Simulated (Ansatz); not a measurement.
# Phonons of LuBPd3 (Pm-3m) against volume, part 2 of 2

Aim: how the phonons of LuBPd3 (Pm-3m) shift with volume, and the thermal expansion that follows.

Ansatz 0.2.0; DFT PBEsol, scalar-relativistic, plane waves, PAW; PAW set soft_1.

So far, highest frequency on the path or at a solved wavevector (cm⁻¹): step 2 (phonons on a q mesh) 601.

### Step 4. Phonons at the other volume, volume ratio 0.97

The phonons are repeated at this volume on the same k and q meshes.

input.yaml reads:

```yaml
crystal:
  lattice:
    - [4.1839761374, 0.0, 0.0]
    - [0.0, 4.1839761374, 0.0]
    - [0.0, 0.0, 4.1839761374]
  atoms:
    - { symbol: Lu, position: [0.0, 0.0, 0.0] }
    - { symbol: B, position: [0.5, 0.5, 0.5] }
    - { symbol: Pd, position: [0.0, 0.5, 0.5] }
    - { symbol: Pd, position: [0.5, 0.0, 0.5] }
    - { symbol: Pd, position: [0.5, 0.5, 0.0] }
kpoints:
  mp_grid: { grid: [8, 8, 8] }
hamiltonian:
  xc: pbesol
  pseudopotentials: { kind: paw, azcp: { folder: soft_1 }, xc_functional: pbe }
scf:
  occupations: { method: methfessel_paxton, width: 0.2 }
output:
  eigenvalues: true
phonons:
  method: dfpt
  qmesh: [4, 4, 4]
  temperatures: { t_max: 1000, t_step: 50 }
  qpath:
    path:
      - [[0.0, 0.0, 0.0], [0.0, 0.5, 0.0], [0.5, 0.5, 0.0], [0.0, 0.0, 0.0], [0.5, 0.5, 0.5], [0.0, 0.5, 0.0]]
      - [[0.5, 0.5, 0.5], [0.5, 0.5, 0.0]]
    npoints: 10
```

The run is started by

```
$ ansatz run input.yaml --threads 4 --pin off --max-ram 10240MiB --backend cpu --events-out ev --progress --plain --runs-dir out
```

Numbers of over 12 decimals in the logs are rounded to 6 here.

The log of the run:

```text
[...]
Crystal: 5 atoms, lattice volume = 73.243 Å³
Basis set: ecut = 420 eV, 1365 PW (Γ), exchange–correlation on 60×60×60 points (8 copies of the dense FFT grid, shifted against one another)
Bands: 50, of which v1, the nominal top of the filled ones, is band 41 counted from 1 (40 counted from 0)
Symmetry: 48 space group operations
k-points: 35 of 512
[...]
SCF iter   1: F=—  HF=-35516.903959 eV  |F-HF|=—  |Δ(HF+E_count)|=         —  Δρ=4.58e-1  dr2=2.79e2  ethr=3.10e-3  ⟨swp⟩=6.9  Hψ=7149  notcnv=0
[...]
SCF iter  16: F=-35488.025491 eV  HF=-35488.025491 eV  |F-HF|=7.28e-12  |Δ(HF+E_count)|=  2.91e-11  S|Δr|=    0.00e0  Δρ=3.24e-8  dr2=7.23e-13  ethr=1.00e-12  ⟨swp⟩=16.9  Hψ=14410  notcnv=0
SCF 1 converged in 16 iterations: F = -35488.025491 eV  dr2 = 7.23e-13
[...]
SCF iter   5: F=-35488.025491 eV  HF=-35488.025491 eV  |F-HF|=0.00e0  |Δ(HF+E_count)|=  7.28e-12  S|Δr|=    0.00e0  Δρ=1.16e-7  dr2=5.53e-12  ethr=1.00e-12  ⟨swp⟩=5.4  Hψ=7758  notcnv=0
SCF 2 converged in 5 iterations: F = -35488.025491 eV  dr2 = 5.53e-12
[...]
NSCF: frozen V_eff on 35 k-points
WARN: eigensolver did not converge (k=11): 1 band(s) unlocked after 20 sweeps at ethr=1.73e-12 eV (storage-precision floor; scheduled 1.00e-12 eV) (lowest unlocked band 49, counted from 0; max residual 5.10e-6 eV among the unlocked bands, 5.10e-6 eV over every band; other slots of this pass that fall short are told together in one closing line; warning suppressed until the next SCF loop or pass starts)
[...]
SCF converged after 16 iterations
[...]
Free energy (F): -35488.025491 eV
[...]
Internal energy: -35488.032707 eV  (E = F + TS)
E sigma→0 (E₀):  -35488.027295 eV
Entropy (-TS):   0.007216 eV (1.443 meV/atom)
Fermi energy:    19.164854 eV
[...]
--- Band table (eV; the first three rows and the last of 35) ---
  k-point 0: bands = [... 37 lower, 17.4267, 17.4267, 17.4407, 17.4407, 17.4407, 21.3751, 21.3751, 24.0242, ... 5 higher]
  k-point 1: bands = [... 37 lower, 17.3232, 17.3496, 17.4409, 18.2673, 18.2673, 21.3336, 21.6650, 23.4375, ... 5 higher]
  k-point 2: bands = [... 37 lower, 16.9310, 17.0824, 17.4414, 18.9988, 18.9988, 21.2211, 22.1420, 22.6302, ... 5 higher]
  k-point 34: bands = [... 37 lower, 17.2941, 17.2941, 19.1608, 19.1608, 19.1608, 19.6420, 19.6420, 19.6420, ... 5 higher]
[...]
ASR residual: 3.975e-5 → 0.000e0 eV/Å²; symmetrization residual: 2.055e-6 eV/Å²
  ASR residual per site (eV/Å²): 3.97e-5 1.17e-5 1.56e-5 1.56e-5 1.56e-5
[...]
--- Phonons (arbitrary-q DFPT): 10 irreducible q on the 4×4×4 mesh ---
[...]
interpolated dispersion: 62 rows × 15 modes
[...]
```

It took 36 min on 4 threads of Arm Neoverse V1, shared host; peak memory 4.3 GiB.

This step gave:

```yaml
sum_rule_residual_before_enforcement: 3.97e-5 eV/Å²
lowest_frequency_on_the_path: -50.99 cm⁻¹
highest_frequency_on_the_path_or_at_a_solved_wavevector: 630 cm⁻¹
highest_optical_mode_at_the_zone_centre_no_lo_to_term: 526.5 cm⁻¹
lowest_optical_zone_centre_mode: 39.79 cm⁻¹
lowest_mode_on_the_q_mesh_acoustic_modes_at_gamma_apart: -50.03 cm⁻¹
```

Frequencies (cm⁻¹) solved at each irreducible wavevector; negative means imaginary. Frequencies by wavevector, by row:

| q in reciprocal lattice units | star | mode 1 | mode 2 | mode 3 | mode 4 | mode 13 | mode 14 | mode 15 |
| --- | --- | --- | --- | --- | --- | --- | --- | --- |
| 0 0 0 | 1 | 0 | 0 | 0 | 39.8 | 526.5 | 526.5 | 526.5 |
| 0 0 0.25 | 6 | 11.5 | 11.5 | 43.6 | 43.6 | 523.5 | 523.5 | 566.3 |
| 0 0 -0.5 | 3 | -50 | -50 | 40 | 40 | 521 | 521 | 608.9 |
| 0 0.25 0.25 | 12 | 7.5 | 9.4 | 46.2 | 52.2 | 519.4 | 566 | 569.8 |
| 0 0.25 -0.5 | 12 | -39 | -23.2 | 43.2 | 50.9 | 516.6 | 571.2 | 615.7 |
| 0 -0.5 -0.5 | 3 | 27.6 | 27.6 | 41.3 | 41.3 | 511.6 | 621.4 | 621.4 |
| 0.25 0.25 0.25 | 8 | -15.5 | -15.5 | 48.9 | 73.6 | 567.6 | 567.6 | 572.3 |
| 0.25 0.25 -0.5 | 12 | -29.8 | 38.3 | 52.3 | 53.5 | 568.8 | 575.9 | 619.9 |
| 0.25 -0.5 -0.5 | 6 | -2.5 | -2.5 | 48.1 | 48.1 | 569.3 | 622.2 | 622.2 |
| -0.5 -0.5 -0.5 | 1 | 40.6 | 40.6 | 40.6 | 53.9 | 630 | 630 | 630 |

The highest optical mode at the zone centre (no LO-TO term) is 526.5 cm⁻¹, +34.3 cm⁻¹ against the base run.

### Step 5. Relaxing at another volume, volume ratio 1.03

The volume is scaled by 1.03 and held; symmetry leaves nothing to relax, so this is a single point. The modes can then be followed against volume.

input.yaml, the sections that differ from step 4:

```yaml
crystal:
  lattice:
    - [4.268523687, 0.0, 0.0]
    - [0.0, 4.268523687, 0.0]
    - [0.0, 0.0, 4.268523687]
  atoms:
    - { symbol: Lu, position: [0.0, 0.0, 0.0] }
    - { symbol: B, position: [0.5, 0.5, 0.5] }
    - { symbol: Pd, position: [0.0, 0.5, 0.5] }
    - { symbol: Pd, position: [0.5, 0.0, 0.5] }
    - { symbol: Pd, position: [0.5, 0.5, 0.0] }
output:
  forces: true
  stress: true
  eigenvalues: true
  write_density: true
  write_potential: true
  elf: true
  volumetric_format: npy
# kpoints, hamiltonian, scf: as in step 4
# phonons: removed
```

The log of the run:

```text
[...]
Crystal: 5 atoms, lattice volume = 77.774 Å³
Basis set: ecut = 420 eV, 1503 PW (Γ), exchange–correlation on 60×60×60 points (8 copies of the dense FFT grid, shifted against one another)
Bands: 50, of which v1, the nominal top of the filled ones, is band 41 counted from 1 (40 counted from 0)
Symmetry: 48 space group operations
[...]
k-points: 35 of 512
[...]
k-point 0: bands = [... 37 lower, 16.1292, 16.1292, 16.1981, 16.1981, 16.1981, 19.8705, 19.8705, 22.3852, ... 5 higher]
  k-point 1: bands = [... 37 lower, 16.0290, 16.0884, 16.1294, 16.9464, 16.9464, 19.8385, 20.1589, 21.8716, ... 5 higher]
  k-point 2: bands = [... 37 lower, 15.6678, 15.8134, 16.1298, 17.6375, 17.6375, 19.7508, 20.6217, 21.1465, ... 5 higher]
  k-point 34: bands = [... 37 lower, 16.0001, 16.0001, 17.8089, 17.8089, 17.8089, 18.1948, 18.1948, 18.1948, ... 5 higher]
[key lines of the parts left out:]
SCF converged after 12 iterations
Free energy (F): -35488.029540 eV
Fermi energy:    17.766470 eV
P = ⅓ Tr σ = -4.6140 GPa (-46.140 kbar)
```

Wall time 4.6 s (4 threads); peak memory 0.47 GiB; 17 s of CPU time.

Numbers from this step:

- pressure: -4.614 GPa
- volume per atom: 15.55 Å³

The run ends at a pressure of -4.61 GPa.

### Step 6. Phonons at the other volume, volume ratio 1.03

The phonons are repeated at this volume on the same k and q meshes.

input.yaml, the sections that differ from step 5:

```yaml
output:
  eigenvalues: true
phonons:
  method: dfpt
  qmesh: [4, 4, 4]
  temperatures: { t_max: 1000, t_step: 50 }
  qpath:
    path:
      - [[0.0, 0.0, 0.0], [0.0, 0.5, 0.0], [0.5, 0.5, 0.0], [0.0, 0.0, 0.0], [0.5, 0.5, 0.5], [0.0, 0.5, 0.0]]
      - [[0.5, 0.5, 0.5], [0.5, 0.5, 0.0]]
    npoints: 10
# crystal, kpoints, hamiltonian, scf: as in step 5
```

The log of the run:

```text
[...]
Crystal: 5 atoms, lattice volume = 77.774 Å³
Basis set: ecut = 420 eV, 1503 PW (Γ), exchange–correlation on 60×60×60 points (8 copies of the dense FFT grid, shifted against one another)
Bands: 50, of which v1, the nominal top of the filled ones, is band 41 counted from 1 (40 counted from 0)
Symmetry: 48 space group operations
k-points: 35 of 512
[...]
k-point 34: bands = [... 37 lower, 16.0001, 16.0001, 17.8089, 17.8089, 17.8089, 18.1949, 18.1949, 18.1949, ... 5 higher]
[...]
ASR residual: 2.506e-5 → 0.000e0 eV/Å²; symmetrization residual: 2.654e-6 eV/Å²
  ASR residual per site (eV/Å²): 2.12e-6 2.08e-5 2.51e-5 2.51e-5 2.51e-5
[...]
--- Phonons (arbitrary-q DFPT): 10 irreducible q on the 4×4×4 mesh ---
[...]
interpolated dispersion: 62 rows × 15 modes
[...]
[key lines of the parts left out:]
SCF converged after 15 iterations
Free energy (F): -35488.029540 eV
Fermi energy:    17.766477 eV
```

Elapsed: 35 min, on 4 threads; peak memory 4.4 GiB.

This step gave:

| Item | Value |
| --- | --- |
| sum-rule residual before enforcement | 2.51e-5 eV/Å² |
| lowest frequency on the path | -52.72 cm⁻¹ |
| highest frequency on the path or at a solved wavevector | 572.9 cm⁻¹ |
| highest optical mode at the zone centre (no LO-TO term) | 459 cm⁻¹ |
| lowest optical zone-centre mode | 38.61 cm⁻¹ |
| lowest mode on the q mesh (acoustic modes at Γ apart) | -52.44 cm⁻¹ |

Frequencies (cm⁻¹) solved at each irreducible wavevector; negative means imaginary. Frequencies by wavevector, by row:

| q in reciprocal lattice units | star | mode 1 | mode 2 | mode 3 | mode 4 | mode 13 | mode 14 | mode 15 |
| --- | --- | --- | --- | --- | --- | --- | --- | --- |
| 0 0 0 | 1 | 0 | 0 | 0 | 38.6 | 459 | 459 | 459 |
| 0 0 0.25 | 6 | 8.3 | 8.3 | 42.2 | 42.2 | 456.2 | 456.2 | 505.5 |
| 0 0 -0.5 | 3 | -52.4 | -52.4 | 40 | 40 | 453.9 | 453.9 | 554.2 |
| 0 0.25 0.25 | 12 | -15.1 | 16.2 | 37.6 | 44.1 | 452.2 | 505.2 | 509 |
| 0 0.25 -0.5 | 12 | -46 | -19.9 | 33.5 | 46.6 | 449.5 | 510.6 | 559.9 |
| 0 -0.5 -0.5 | 3 | 8.2 | 8.2 | 21.8 | 21.8 | 444.7 | 565.3 | 565.3 |
| 0.25 0.25 0.25 | 8 | -18.2 | -18.2 | 40.5 | 57.3 | 506.9 | 506.9 | 511.4 |
| 0.25 0.25 -0.5 | 12 | -31.6 | 37.6 | 43.3 | 45.6 | 507.9 | 515.2 | 563.4 |
| 0.25 -0.5 -0.5 | 6 | -7.7 | -7.7 | 39.2 | 39.2 | 507.5 | 565.3 | 565.3 |
| -0.5 -0.5 -0.5 | 1 | 34.5 | 34.5 | 34.5 | 54.1 | 572.9 | 572.9 | 572.9 |

The highest optical mode at the zone centre (no LO-TO term) is 459.0 cm⁻¹, -33.2 cm⁻¹ against the base run.

### Step 7. Grüneisen parameters

The Grüneisen parameter of a mode is minus the logarithmic change of its frequency with volume, −d ln ω / d ln V; weighted by heat capacity it gives the expansion.

This step gave:

```yaml
bulk_modulus: 168 GPa
```

The phonon branches at the labelled points (cm⁻¹):

| point | branch 1 | branch 2 | branch 3 | branch 4 | branch 12 | branch 13 | branch 14 | branch 15 |
| --- | --- | --- | --- | --- | --- | --- | --- | --- |
| Γ | 0 | 0 | 0 | 39 | 108 | 492 | 492 | 492 |
| halfway | 10 | 10 | 43 | 43 | 140 | 489 | 489 | 535 |
| X | -51 | -51 | 40 | 40 | 178 | 487 | 487 | 581 |
| halfway | -43 | -21 | 38 | 49 | 189 | 482 | 540 | 587 |
| M | 25 | 25 | 29 | 29 | 210 | 478 | 593 | 593 |
| halfway | -9 | 14 | 45 | 45 | 158 | 485 | 535 | 539 |
| Γ | 0 | 0 | 0 | 39 | 108 | 492 | 492 | 492 |
| halfway | -16 | -16 | 45 | 66 | 173 | 537 | 537 | 541 |
| R | 38 | 38 | 38 | 54 | 231 | 601 | 601 | 601 |
| halfway | -30 | 38 | 48 | 49 | 197 | 538 | 545 | 591 |
| X | -51 | -51 | 40 | 40 | 178 | 487 | 487 | 581 |
| jump to R | 38 | 38 | 38 | 54 | 231 | 601 | 601 | 601 |
| halfway | -3 | -3 | 44 | 44 | 216 | 538 | 593 | 593 |
| M | 25 | 25 | 29 | 29 | 210 | 478 | 593 | 593 |

The same for volume x 0.97:

| point | branch 1 | branch 2 | branch 3 | branch 4 | branch 12 | branch 13 | branch 14 | branch 15 |
| --- | --- | --- | --- | --- | --- | --- | --- | --- |
| Γ | 0 | 0 | 0 | 40 | 117 | 526 | 526 | 526 |
| X | -50 | -50 | 40 | 40 | 192 | 521 | 521 | 609 |
| M | 28 | 28 | 41 | 41 | 225 | 512 | 621 | 621 |
| Γ | 0 | 0 | 0 | 40 | 117 | 526 | 526 | 526 |
| R | 41 | 41 | 41 | 54 | 247 | 630 | 630 | 630 |
| X | -50 | -50 | 40 | 40 | 192 | 521 | 521 | 609 |
| R | 41 | 41 | 41 | 54 | 247 | 630 | 630 | 630 |
| M | 28 | 28 | 41 | 41 | 225 | 512 | 621 | 621 |

The same for volume x 1.03:

| point | branch 1 | branch 2 | branch 3 | branch 4 | branch 12 | branch 13 | branch 14 | branch 15 |
| --- | --- | --- | --- | --- | --- | --- | --- | --- |
| Γ | 0 | 0 | 0 | 39 | 98 | 459 | 459 | 459 |
| X | -52 | -52 | 40 | 40 | 164 | 454 | 454 | 554 |
| M | 8 | 8 | 22 | 22 | 195 | 445 | 565 | 565 |
| Γ | 0 | 0 | 0 | 39 | 98 | 459 | 459 | 459 |
| R | 34 | 34 | 34 | 54 | 216 | 573 | 573 | 573 |
| X | -52 | -52 | 40 | 40 | 164 | 454 | 454 | 554 |
| R | 34 | 34 | 34 | 54 | 216 | 573 | 573 | 573 |
| M | 8 | 8 | 22 | 22 | 195 | 445 | 565 | 565 |

### Step 8. Summary of results

```yaml
bulk_modulus: 168 GPa
```

No expansion is given, because modes are imaginary at one volume or more. The highest optical mode at Γ goes from 526 to 459 cm⁻¹ as the cell grows, a Grüneisen parameter of 2.29. Branches are matched by rank, so values near crossings are rough. With no gap, or one that is small against the smearing, the frequencies hang on the k mesh and the smearing, most of all near Kohn anomalies. Spin-orbit coupling is left out, which can matter for the heavy elements here. The PAW files were made for PBE and serve the other functionals too.

[Logs are printed without paths, hosts, clocks, repeated set-up lines and the standing remarks that a program may print on its own settings, such as how far it seeks lower states.]

[Hosts, paths, dates, database ids (printed as entryN), source tags and the programs' standing remarks are cut or masked in the printed files.]
